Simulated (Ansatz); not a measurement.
```json
{"subject": "Quasiparticle gap of Cs3Bi2Br9 (P-3m1)", "lattice_ang": [[7.972, 0.0, 0.0], [-3.986, 6.904, 0.0], [0.0, 0.0, 9.867]], "atoms": [["Cs", 0.6667, 0.3333, 0.6669], ["Cs", 0.3333, 0.6667, 0.3331], ["Cs", 0.0, 0.0, 0.0], ["Bi", 0.6667, 0.3333, 0.1918], ["Bi", 0.3333, 0.6667, 0.8082], ["Br", 0.5, 0.5, 0.0], ["Br", 0.5, 0.0, 0.0], ["Br", 0.0, 0.5, 0.0], ["Br", 0.3353, 0.1676, 0.3394], ["Br", 0.8324, 0.1676, 0.3394], ["Br", 0.8324, 0.6647, 0.3394], ["Br", 0.1676, 0.3353, 0.6606], ["Br", 0.1676, 0.8324, 0.6606], ["Br", 0.6647, 0.8324, 0.6606]], "method": "G0W0 on HSE06, plane waves, PAW (and 1 further level or step)", "program": "Ansatz 0.2.0", "settings_of_one_run": "cutoff 420 eV, 3×3×2 k-mesh, default PAW, empty bands 1052, screening cutoff 90 eV, screening contour deformation, QP bands (v4, c4)", "cost": "2 runs, 5.4 min in all on 1 × NVIDIA H100 80GB HBM3 (shared by 6 runs) with 2 threads of AMD EPYC 7R13 (Zen 3), shared host (the runs of this entry)", "notes": "In doubt: masses and optical values from hybrid runs of this build are listed as unsure (in some of the runs), which bears on the screening that GW takes from such a start. The cell and positions come from the Crystallography Open Database and are kept as given unless a step says otherwise. Limits: no spin-orbit coupling. Two runs of this series at another level, not shown as steps, test spin-orbit coupling. r2SCAN+SOC against r2SCAN: 1.992 − 2.887 = −0.895 eV. Mesh, set of files and cutoff are the same, but the conduction bottom lies at another k point, so this need not be the shift of one pair of states. The spin-orbit run sees mesh and listed points alone, so its gap is an upper bound: the coupling can move an edge off these points, and the change over the zone, its sign included where it is small, is not known. The differences hold parts that these runs do not separate: finite bands, cutoffs and mesh, points of the zone that were not corrected, the start of G0W0, spin-orbit coupling missing from it, static nuclei, no electron-hole attraction, and what each experiment reads as the gap. How much each gives is not known from the steps shown.", "results": {"hse06_gap_over_mesh_and_listed_points": "3.232 eV, from k = (0.067, 0.067, 0.000) to k = Γ", "g0w0_hse06_gap_over_all_6_irreducible_mesh_points": "4.176 eV, direct, at k = Γ", "gw_settings": "3×3×2 mesh, 1052 empty bands, screening to 90 eV", "known_limits": "finite bands, screening cutoff and k mesh; no spin-orbit coupling in G0W0"}}
```

[Paths, hosts, dates, memory and timing lines, banners, echoed tables and standing remarks are left out of the program output.]

[Logs are printed without paths, hosts, clocks, repeated set-up lines and the standing remarks that a program may print on its own settings, such as how far it seeks lower states.]

[Runs of the session that timed out or met a known fault of the program may be left out.]

[Cells called generated may have been cut or substituted from an entry of the Crystallography Open Database or the Materials Project.]

[Hosts, paths, dates, database ids (printed as entryN), source tags and the programs' standing remarks are cut or masked in the printed files.]
